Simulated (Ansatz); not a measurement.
# Mg2BeN2: complex band structure, part 2 of 2

A new crystal, Mg2BeN2: structure, gap and complex bands. It is built by putting N for P, Be for Ba in the BaMg2P2 structure of space group P-3m1, with the volume rescaled by atomic radii. The parent structure comes from the Materials Project.

Ansatz 0.2.0; r2SCAN DFT, plane waves, PAW files (the session's first sound run).

So far, gap on the k-mesh (eV): step 3 (the bulk crystal and its band edges) 1.90; step 4 (complex bands, plane (001), k-mesh 8×8×6) 1.90.

The structure was built from a prototype and need not be the compound's stable phase.

## Step 6: Complex bands, plane (100), k-mesh 8×6×8

The same for the (100) plane, at (0, 0) and (0.5, 0), to see how the decay depends on direction.

The input, input.yaml:

```yaml
crystal:
  lattice:
    - [3.357053445, 0.0, 0.0]
    - [0.0, 5.085198446, 0.0]
    - [1.678526723, 0.0, 2.907293566]
  atoms:
    - { symbol: Be, position: [0.0, 0.0, 0.0] }
    - { symbol: Mg, position: [0.6666666667, 0.3133598873, 0.6666666667] }
    - { symbol: Mg, position: [0.3333333333, 0.6866401127, 0.3333333333] }
    - { symbol: "N", position: [0.6666666667, 0.7799519831, 0.6666666667] }
    - { symbol: "N", position: [0.3333333333, 0.2200480169, 0.3333333333] }
kpoints:
  mp_grid: { grid: [8, 6, 8] }
scf:
  occupations: { method: fixed }
hamiltonian:
  xc: r2scan
output:
  eigenvalues: true
  transmission:
    leads: [[0, 0]]
    kpoints: [[0.0, 0.0], [0.5, 0.0]]
    e_range: [-1.0, 2.9]
    de: 0.1
```

Run with:

```sh
> ansatz run input.yaml --threads 2 --pin off --max-ram 4096MiB --backend cpu --events-out ev --progress --plain --runs-dir out
```

The job ended after 5.4 s (2 threads of AMD EPYC 9R45, shared host; peak memory 0.59 GiB; 11 s of CPU time).

This step gave:

- decay constant at the filling level, zone centre: 0.2033 Å⁻¹
- decay constant at the filling level, slowest listed point: 0.2033 Å⁻¹

K parallel (0, 0); values up to 1.5 1/Å, a degenerate pair printed once or twice; energies at which all values exceed this have no row. Table of Im kz of the slowest decaying states by energy, zero at the highest filled level on the SCF mesh:

| energy (eV) | decay 1 (Å⁻¹) | decay 2 (Å⁻¹) | decay 3 (Å⁻¹) | decay 4 (Å⁻¹) |
| --- | --- | --- | --- | --- |
| -1.00 | 0.177 | 0.301 | 1.14 | 1.17 |
| -0.80 | 0.206 | 0.462 | 1.13 | 1.15 |
| -0.60 | 0.227 | 0.547 | 1.12 | 1.13 |
| -0.40 | 0.231 | 0.257 | 0.604 | 1.10 |
| -0.20 | 0.233 | 0.279 | 0.647 | 1.09 |
| 0.00 | 0.0128 | 0.234 | 0.292 | 0.681 |
| 0.20 | 0.233 | 0.334 | 0.349 | 0.707 |
| 0.40 | 0.230 | 0.325 | 0.584 | 0.729 |
| 0.60 | 0.224 | 0.331 | 0.747 | 0.784 |
| 0.80 | 0.216 | 0.335 | 0.762 | 0.804 |
| 1.00 | 0.203 | 0.338 | 0.774 | 0.819 |
| 1.10 | 0.195 | 0.339 | 0.779 | 0.824 |
| 1.30 | 0.176 | 0.339 | 0.788 | 0.832 |
| 1.50 | 0.149 | 0.337 | 0.795 | 0.836 |
| 1.70 | 0.110 | 0.334 | 0.800 | 0.837 |
| 1.90 | 0.0119 | 0.328 | 0.804 | 0.835 |
| 2.10 | 0.320 | 0.807 | 0.829 | 0.833 |
| 2.30 | 0.311 | 0.808 | 0.808 | 0.819 |
| 2.50 | 0.299 | 0.782 | 0.805 | 0.808 |
| 2.70 | 0.284 | 0.756 | 0.785 | 0.808 |
| 2.90 | 0.266 | 0.729 | 0.759 | 0.806 |

K parallel (0, 0). Table of Re kz of states that move upwards, channel 1 by energy, zero at the highest filled level on the SCF mesh:

| energy (eV) | Re kz of states that move upwards, channel 1 (Å⁻¹) |
| --- | --- |
| -1.00 | -0.725 |
| -0.80 | -0.653 |
| -0.60 | -0.572 |
| -0.40 | -0.475 |
| -0.30 | -0.416 |
| -0.10 | -0.248 |
| 0.00 | - |
| 0.10 | - |
| 0.30 | - |
| 0.50 | - |
| 0.70 | - |
| 0.90 | - |
| 1.00 | - |
| 1.20 | - |
| 1.40 | - |
| 1.60 | - |
| 1.80 | - |
| 2.00 | 0.0803 |
| 2.20 | 0.145 |
| 2.30 | 0.170 |
| 2.50 | 0.216 |
| 2.70 | 0.258 |
| 2.90 | 0.299 |

K parallel (0.5, 0); values up to 1.5 1/Å, a degenerate pair printed once or twice; energies at which all values exceed this have no row. The Im kz of the slowest decaying states by energy, zero at the highest filled level on the SCF mesh:

| energy (eV) | decay 1 (Å⁻¹) | decay 2 (Å⁻¹) | decay 3 (Å⁻¹) |
| --- | --- | --- | --- |
| -1.00 | 0.137 | 0.348 | 0.494 |
| -0.90 | 0.172 | 0.377 | 0.495 |
| -0.80 | 0.200 | 0.402 | 0.497 |
| -0.70 | 0.222 | 0.423 | 0.498 |
| -0.60 | 0.242 | 0.441 | 0.499 |
| -0.50 | 0.259 | 0.456 | 0.500 |
| -0.40 | 0.274 | 0.470 | 0.501 |
| -0.30 | 0.287 | 0.482 | 0.501 |
| -0.20 | 0.299 | 0.492 | 0.502 |
| -0.10 | 0.310 | 0.502 | 0.502 |
| 0.00 | 0.319 | 0.502 | 0.510 |
| 0.10 | 0.328 | 0.502 | 0.517 |
| 0.20 | 0.336 | 0.501 | 0.523 |
| 0.30 | 0.343 | 0.501 | 0.529 |
| 0.40 | 0.350 | 0.500 | 0.533 |
| 0.50 | 0.356 | 0.499 | 0.537 |
| 0.60 | 0.361 | 0.498 | 0.540 |
| 0.70 | 0.366 | 0.497 | 0.543 |
| 0.80 | 0.370 | 0.495 | 0.545 |
| 0.90 | 0.374 | 0.494 | 0.546 |
| 1.00 | 0.377 | 0.492 | 0.547 |
| 1.10 | 0.380 | 0.490 | 0.547 |
| 1.20 | 0.382 | 0.487 | 0.547 |
| 1.30 | 0.384 | 0.485 | 0.547 |
| 1.40 | 0.386 | 0.482 | 0.546 |
| 1.50 | 0.387 | 0.479 | 0.544 |
| 1.60 | 0.388 | 0.476 | 0.542 |
| 1.70 | 0.388 | 0.473 | 0.540 |
| 1.80 | 0.388 | 0.469 | 0.537 |
| 2.00 | 0.387 | 0.461 | 0.529 |
| 2.10 | 0.386 | 0.457 | 0.525 |
| 2.20 | 0.385 | 0.452 | 0.520 |
| 2.30 | 0.383 | 0.447 | 0.515 |
| 2.40 | 0.381 | 0.442 | 0.509 |
| 2.50 | 0.378 | 0.437 | 0.503 |
| 2.60 | 0.375 | 0.431 | 0.496 |
| 2.70 | 0.372 | 0.425 | 0.489 |
| 2.80 | 0.368 | 0.419 | 0.481 |
| 2.90 | 0.364 | 0.412 | 0.472 |

At the listed wavevectors the last open channel is at -0.10 eV and the next at +2.00 eV on the grid. At +1.00 eV, the grid energy nearest the filling level (the middle of the gap on the SCF mesh), the slowest state at the listed wavevectors decays with κ = 0.203 Å⁻¹, its amplitude falling by e over 4.9 Å; the first such run, plane (001), gave 0.143 Å⁻¹.

## Step 7: Band edges at another level, cutoff 1520.19 eV

This step: r2SCAN DFT, plane waves, norm-conserving files (Ansatz 0.2.0).

The edges again with norm-conserving files, at the same atoms. Against that run the cutoff is 1520 eV against 500.

The input, input.yaml:

```yaml
crystal:
  lattice:
    - [3.3570534454, 0.0, 0.0]
    - [-1.6785267227, 2.9072935656, 0.0]
    - [0.0, 0.0, 5.0851984458]
  atoms:
    - { symbol: Be, position: [0.0, 0.0, 0.0] }
    - { symbol: Mg, position: [0.6666666667, 0.3333333333, 0.3133598873] }
    - { symbol: Mg, position: [0.3333333333, 0.6666666667, 0.6866401127] }
    - { symbol: "N", position: [0.6666666667, 0.3333333333, 0.7799519831] }
    - { symbol: "N", position: [0.3333333333, 0.6666666667, 0.2200480169] }
kpoints:
  mp_grid: { grid: [8, 8, 4] }
  band_path: { path: [VBM, CBM], npoints: 30 }
scf:
  occupations: { method: fixed }
hamiltonian:
  xc: r2scan
  pseudopotentials: { kind: nc }
output:
  eigenvalues: true
```

It took 8.1 s on 2 threads; peak memory 0.6 GiB; 16 s of CPU time.

Numbers from this step:

| Item | Value |
| --- | --- |
| free energy | -4266.5579 eV |
| Fermi energy | 8.588 eV |
| gap on the k-mesh | 1.930 eV |
| gap on path | 1.930 eV, by band count; negative where bands overlap |
| direct gap on path | 1.930 eV |

Levels at VBM (eV): -5.62, -1.68, -1.68, -1.34, -1.34, 0.00, 1.93, 3.91, 7.12, 7.12.

The searched edges give 1.93 eV, as on the mesh.

## Step 8: Complex bands at another level, cutoff 1520.19 eV

This step: r2SCAN DFT, plane waves, norm-conserving files; complex bands by layer matching along the plane's normal (Ansatz 0.2.0).

The complex bands at that level, over its own gap, at (0, 0) and (0.5, 0).

The input, input.yaml:

```yaml
crystal:
  lattice:
    - [3.357053445, 0.0, 0.0]
    - [1.678526723, 2.907293566, 0.0]
    - [0.0, 0.0, 5.085198446]
  atoms:
    - { symbol: Be, position: [0.0, 0.0, 0.0] }
    - { symbol: Mg, position: [0.3333333333, 0.3333333333, 0.3133598873] }
    - { symbol: Mg, position: [0.6666666667, 0.6666666667, 0.6866401127] }
    - { symbol: "N", position: [0.3333333333, 0.3333333333, 0.7799519831] }
    - { symbol: "N", position: [0.6666666667, 0.6666666667, 0.2200480169] }
kpoints:
  mp_grid: { grid: [8, 8, 6] }
scf:
  occupations: { method: fixed }
hamiltonian:
  xc: r2scan
  pseudopotentials: { kind: nc }
output:
  eigenvalues: true
  transmission:
    leads: [[0, 0]]
    kpoints: [[0.0, 0.0], [0.5, 0.0]]
    e_range: [-1.0, 2.93]
    de: 0.07
```

It took 30 s on 2 threads; peak memory 1.3 GiB; 61 s of CPU time.

This step gave:

| Property | Result |
| --- | --- |
| free energy | -4266.5582 eV |
| Fermi energy | 8.587 eV |
| level to which the leads are filled | 0.9651 eV from the Fermi level |
| decay constant at the filling level, zone centre | 0.1454 Å⁻¹ |
| decay constant at the filling level, slowest listed point | 0.1454 Å⁻¹ |

K parallel (0, 0); values up to 1.5 1/Å, a degenerate pair printed once or twice; energies at which all values exceed this have no row. The Im kz of the slowest decaying states by energy, zero at the highest filled level on the SCF mesh:

| energy (eV) | decay 1 (Å⁻¹) | decay 2 (Å⁻¹) | decay 3 (Å⁻¹) |
| --- | --- | --- | --- |
| -1.00 | 0.924 | 1.16 | - |
| -0.86 | 0.963 | 1.15 | - |
| -0.72 | 0.991 | 1.14 | - |
| -0.58 | 1.01 | 1.13 | - |
| -0.44 | 1.03 | 1.12 | - |
| -0.30 | 1.04 | 1.11 | - |
| -0.16 | 1.05 | 1.10 | - |
| -0.02 | 1.06 | 1.09 | - |
| 0.05 | 0.0451 | 1.06 | 1.08 |
| 0.19 | 0.0848 | 1.07 | 1.07 |
| 0.33 | 0.107 | 1.06 | 1.07 |
| 0.47 | 0.123 | 1.05 | 1.08 |
| 0.61 | 0.134 | 1.04 | 1.08 |
| 0.75 | 0.141 | 1.03 | 1.08 |
| 0.89 | 0.145 | 1.02 | 1.08 |
| 1.03 | 0.145 | 1.01 | 1.08 |
| 1.17 | 0.143 | 0.998 | 1.07 |
| 1.31 | 0.138 | 0.987 | 1.07 |
| 1.45 | 0.128 | 0.975 | 1.07 |
| 1.59 | 0.114 | 0.963 | 1.06 |
| 1.73 | 0.0917 | 0.95 | 1.06 |
| 1.87 | 0.0527 | 0.937 | 1.06 |
| 1.94 | 0.930 | 1.05 | - |
| 2.08 | 0.916 | 1.05 | - |
| 2.22 | 0.901 | 1.04 | - |
| 2.36 | 0.886 | 1.04 | - |
| 2.50 | 0.869 | 1.03 | - |
| 2.64 | 0.850 | 1.02 | - |
| 2.78 | 0.830 | 1.02 | - |
| 2.92 | 0.806 | 1.01 | - |

K parallel (0, 0). Table of Re kz of states that move upwards, channel 1 by energy, zero at the highest filled level on the SCF mesh:

| energy (eV) | Re kz of states that move upwards, channel 1 (Å⁻¹) |
| --- | --- |
| -1.00 | -0.248 |
| -0.86 | -0.225 |
| -0.72 | -0.201 |
| -0.58 | -0.176 |
| -0.44 | -0.149 |
| -0.30 | -0.119 |
| -0.16 | -0.0846 |
| -0.02 | -0.0289 |
| 0.05 | - |
| 0.19 | - |
| 0.33 | - |
| 0.47 | - |
| 0.61 | - |
| 0.75 | - |
| 0.89 | - |
| 1.03 | - |
| 1.17 | - |
| 1.31 | - |
| 1.45 | - |
| 1.59 | - |
| 1.73 | - |
| 1.87 | - |
| 1.94 | 0.0219 |
| 2.08 | 0.0890 |
| 2.22 | 0.129 |
| 2.36 | 0.164 |
| 2.50 | 0.198 |
| 2.64 | 0.231 |
| 2.78 | 0.265 |
| 2.92 | 0.301 |

K parallel (0.5, 0); values up to 1.5 1/Å, a degenerate pair printed once or twice; energies at which all values exceed this have no row. Im kz of the slowest decaying states against energy, zero at the highest filled level on the SCF mesh:

| energy (eV) | decay 1 (Å⁻¹) | decay 2 (Å⁻¹) | decay 3 (Å⁻¹) |
| --- | --- | --- | --- |
| -1.00 | 0.196 | 0.233 | 1.10 |
| -0.86 | 0.228 | 0.306 | 1.09 |
| -0.72 | 0.253 | 0.358 | 1.08 |
| -0.58 | 0.273 | 0.399 | 1.07 |
| -0.44 | 0.290 | 0.433 | 1.06 |
| -0.30 | 0.304 | 0.461 | 1.05 |
| -0.16 | 0.315 | 0.485 | 1.03 |
| -0.02 | 0.325 | 0.505 | 1.02 |
| 0.05 | 0.330 | 0.515 | 1.02 |
| 0.19 | 0.337 | 0.532 | 1.01 |
| 0.33 | 0.343 | 0.547 | 0.993 |
| 0.47 | 0.348 | 0.560 | 0.981 |
| 0.61 | 0.352 | 0.571 | 0.969 |
| 0.75 | 0.354 | 0.582 | 0.956 |
| 0.89 | 0.356 | 0.590 | 0.944 |
| 1.03 | 0.357 | 0.598 | 0.931 |
| 1.17 | 0.356 | 0.605 | 0.918 |
| 1.31 | 0.355 | 0.611 | 0.905 |
| 1.45 | 0.353 | 0.616 | 0.891 |
| 1.59 | 0.350 | 0.621 | 0.877 |
| 1.73 | 0.346 | 0.624 | 0.863 |
| 1.87 | 0.341 | 0.627 | 0.849 |
| 1.94 | 0.338 | 0.629 | 0.842 |
| 2.08 | 0.331 | 0.631 | 0.827 |
| 2.22 | 0.324 | 0.632 | 0.812 |
| 2.36 | 0.315 | 0.633 | 0.796 |
| 2.50 | 0.305 | 0.633 | 0.780 |
| 2.64 | 0.293 | 0.633 | 0.763 |
| 2.78 | 0.280 | 0.632 | 0.746 |
| 2.92 | 0.264 | 0.631 | 0.728 |

At the listed wavevectors the last open channel is at -0.02 eV and the next at +1.94 eV on the grid. At +0.96 eV, the grid energy nearest the filling level (the middle of the gap on the SCF mesh), the slowest state at the listed wavevectors decays with κ = 0.145 Å⁻¹, its amplitude falling by e over 6.9 Å; the first such run, plane (001), gave 0.143 Å⁻¹.

## Step 9: A repeat with changed settings: output.transmission.temperature = 150.0

This step: r2SCAN DFT, plane waves, PAW files; complex bands by layer matching along the plane's normal; changed: output.transmission.temperature = 150.0 (Ansatz 0.2.0).

This run repeats an earlier one, its twin (the complex run, plane (001)), with one setting changed (output.transmission.temperature; files written aside). It is meant to test how the leads' temperature enters. Where the input is shown as a difference, that is against the step before, not the twin.

input.yaml, as its differences from that of step 8:

```diff
@@ -17,3 +17,2 @@
   xc: r2scan
-  pseudopotentials: { kind: nc }
 output:
@@ -23,3 +22,4 @@
     kpoints: [[0.0, 0.0], [0.5, 0.0]]
-    e_range: [-1.0, 2.93]
+    e_range: [-1.0, 2.9]
     de: 0.07
+    temperature: 150.0
```

The job ended after 2.9 s (2 threads; peak memory 0.49 GiB).

Numbers from this step:

| Property | Result |
| --- | --- |
| free energy | -4717.7161 eV |
| Fermi energy | 8.545 eV |
| gap on the k-mesh | 1.903 eV |
| level to which the leads are filled | 0.9513 eV from the Fermi level |
| decay constant at the filling level, zone centre | 0.1434 Å⁻¹ |
| decay constant at the filling level, slowest listed point | 0.1434 Å⁻¹ |

K parallel (0, 0); values up to 1.5 1/Å, a degenerate pair printed once or twice; energies at which all values exceed this have no row. Table of Im kz of the slowest decaying states by energy, zero at the highest filled level on the SCF mesh:

| energy (eV) | decay 1 (Å⁻¹) | decay 2 (Å⁻¹) | decay 3 (Å⁻¹) |
| --- | --- | --- | --- |
| -1.00 | 0.929 | 1.15 | - |
| -0.93 | 0.950 | 1.15 | - |
| -0.79 | 0.983 | 1.14 | - |
| -0.72 | 0.996 | 1.13 | - |
| -0.58 | 1.02 | 1.12 | - |
| -0.51 | 1.03 | 1.12 | - |
| -0.37 | 1.04 | 1.11 | - |
| -0.30 | 1.05 | 1.10 | - |
| -0.16 | 1.06 | 1.09 | - |
| -0.09 | 1.06 | 1.09 | - |
| -0.02 | 1.06 | 1.08 | - |
| 0.05 | 0.0450 | 1.07 | 1.08 |
| 0.12 | 0.0683 | 1.07 | 1.07 |
| 0.26 | 0.0966 | 1.06 | 1.08 |
| 0.33 | 0.107 | 1.06 | 1.08 |
| 0.47 | 0.122 | 1.05 | 1.08 |
| 0.54 | 0.128 | 1.04 | 1.08 |
| 0.68 | 0.136 | 1.03 | 1.08 |
| 0.75 | 0.139 | 1.03 | 1.08 |
| 0.89 | 0.143 | 1.02 | 1.08 |
| 0.96 | 0.143 | 1.01 | 1.08 |
| 1.10 | 0.142 | 1.000 | 1.08 |
| 1.17 | 0.141 | 0.994 | 1.08 |
| 1.31 | 0.135 | 0.983 | 1.08 |
| 1.38 | 0.130 | 0.977 | 1.07 |
| 1.52 | 0.118 | 0.965 | 1.07 |
| 1.59 | 0.109 | 0.959 | 1.07 |
| 1.73 | 0.0852 | 0.946 | 1.06 |
| 1.80 | 0.0672 | 0.940 | 1.06 |
| 1.94 | 0.926 | 1.06 | - |
| 2.01 | 0.919 | 1.05 | - |
| 2.15 | 0.905 | 1.05 | - |
| 2.22 | 0.897 | 1.05 | - |
| 2.36 | 0.882 | 1.04 | - |
| 2.43 | 0.873 | 1.04 | - |
| 2.57 | 0.856 | 1.03 | - |
| 2.64 | 0.846 | 1.03 | - |
| 2.78 | 0.825 | 1.02 | - |
| 2.85 | 0.814 | 1.02 | - |

K parallel (0, 0). Table of Re kz of states that move upwards, channel 1 by energy, zero at the highest filled level on the SCF mesh:

| energy (eV) | Re kz of states that move upwards, channel 1 (Å⁻¹) |
| --- | --- |
| -1.00 | -0.247 |
| -0.93 | -0.235 |
| -0.79 | -0.212 |
| -0.72 | -0.200 |
| -0.58 | -0.175 |
| -0.51 | -0.162 |
| -0.37 | -0.134 |
| -0.30 | -0.119 |
| -0.16 | -0.0840 |
| -0.09 | -0.0619 |
| -0.02 | -0.0284 |
| 0.05 | - |
| 0.12 | - |
| 0.26 | - |
| 0.33 | - |
| 0.47 | - |
| 0.54 | - |
| 0.68 | - |
| 0.75 | - |
| 0.89 | - |
| 0.96 | - |
| 1.10 | - |
| 1.17 | - |
| 1.31 | - |
| 1.38 | - |
| 1.52 | - |
| 1.59 | - |
| 1.73 | - |
| 1.80 | - |
| 1.94 | 0.0428 |
| 2.01 | 0.0739 |
| 2.15 | 0.117 |
| 2.22 | 0.136 |
| 2.36 | 0.170 |
| 2.43 | 0.186 |
| 2.57 | 0.219 |
| 2.64 | 0.236 |
| 2.78 | 0.269 |
| 2.85 | 0.287 |

K parallel (0.5, 0); values up to 1.5 1/Å, a degenerate pair printed once or twice; energies at which all values exceed this have no row. Im kz of the slowest decaying states against energy, zero at the highest filled level on the SCF mesh:

| energy (eV) | decay 1 (Å⁻¹) | decay 2 (Å⁻¹) | decay 3 (Å⁻¹) |
| --- | --- | --- | --- |
| -1.00 | 0.196 | 0.230 | 1.10 |
| -0.86 | 0.228 | 0.304 | 1.09 |
| -0.72 | 0.253 | 0.357 | 1.08 |
| -0.58 | 0.273 | 0.398 | 1.07 |
| -0.44 | 0.289 | 0.432 | 1.06 |
| -0.37 | 0.297 | 0.447 | 1.05 |
| -0.23 | 0.310 | 0.473 | 1.04 |
| -0.09 | 0.320 | 0.495 | 1.03 |
| -0.02 | 0.325 | 0.505 | 1.02 |
| 0.05 | 0.329 | 0.515 | 1.01 |
| 0.19 | 0.337 | 0.532 | 1.00 |
| 0.33 | 0.343 | 0.547 | 0.991 |
| 0.47 | 0.348 | 0.560 | 0.979 |
| 0.61 | 0.351 | 0.571 | 0.967 |
| 0.75 | 0.354 | 0.582 | 0.954 |
| 0.89 | 0.356 | 0.591 | 0.942 |
| 0.96 | 0.356 | 0.595 | 0.935 |
| 1.10 | 0.356 | 0.602 | 0.922 |
| 1.24 | 0.355 | 0.608 | 0.909 |
| 1.38 | 0.354 | 0.614 | 0.896 |
| 1.52 | 0.351 | 0.619 | 0.883 |
| 1.66 | 0.347 | 0.623 | 0.869 |
| 1.80 | 0.343 | 0.626 | 0.855 |
| 1.94 | 0.337 | 0.629 | 0.840 |
| 2.08 | 0.330 | 0.631 | 0.825 |
| 2.22 | 0.323 | 0.632 | 0.810 |
| 2.29 | 0.318 | 0.632 | 0.802 |
| 2.43 | 0.309 | 0.633 | 0.787 |
| 2.57 | 0.298 | 0.633 | 0.770 |
| 2.71 | 0.285 | 0.632 | 0.753 |
| 2.85 | 0.271 | 0.631 | 0.736 |

The temperature enters the conductance and not T(E) itself. No conductance was computed here for it to change.

## Step 10: Outcome

| Item | Value |
| --- | --- |
| band gap | 1.90 eV |
| least decay constant at mid-gap, normal to (001) | 0.143 Å⁻¹ |
| least decay constant at mid-gap, normal to (100) | 0.203 Å⁻¹ |
| least decay constant on a mesh, normal to (001) | 0.143 Å⁻¹ |
| least decay constant, norm-conserving files | 0.145 Å⁻¹ |

What this shows: With r2SCAN, the slowest decay at the wavevectors tried is κ = 0.143 Å⁻¹, normal to (001). Through such a film the transmission near mid-gap falls as exp(−2κd), a factor of ten every 8.0 Å. The decay depends on direction: 1.4 times faster normal to (100). A free electron under a barrier of half the gap would need a mass of 0.082 mₑ to decay at this rate. With norm-conserving files the gap goes from 1.90 to 1.93 eV and the decay constant, over the first 2 listed wavevectors, from 0.143 to 0.145 Å⁻¹. The compound is made up by substitution; its stability against other phases and against distortions of the cell's symmetry was not tested. r2SCAN still narrows gaps, if less than LDA and GGA do, so real decay constants are likely larger.

[Logs are printed without paths, hosts, clocks, repeated set-up lines and the standing remarks that a program may print on its own settings, such as how far it seeks lower states.]

[Hosts, paths, dates, database ids (printed as entryN), source tags and the programs' standing remarks are cut or masked in the printed files.]
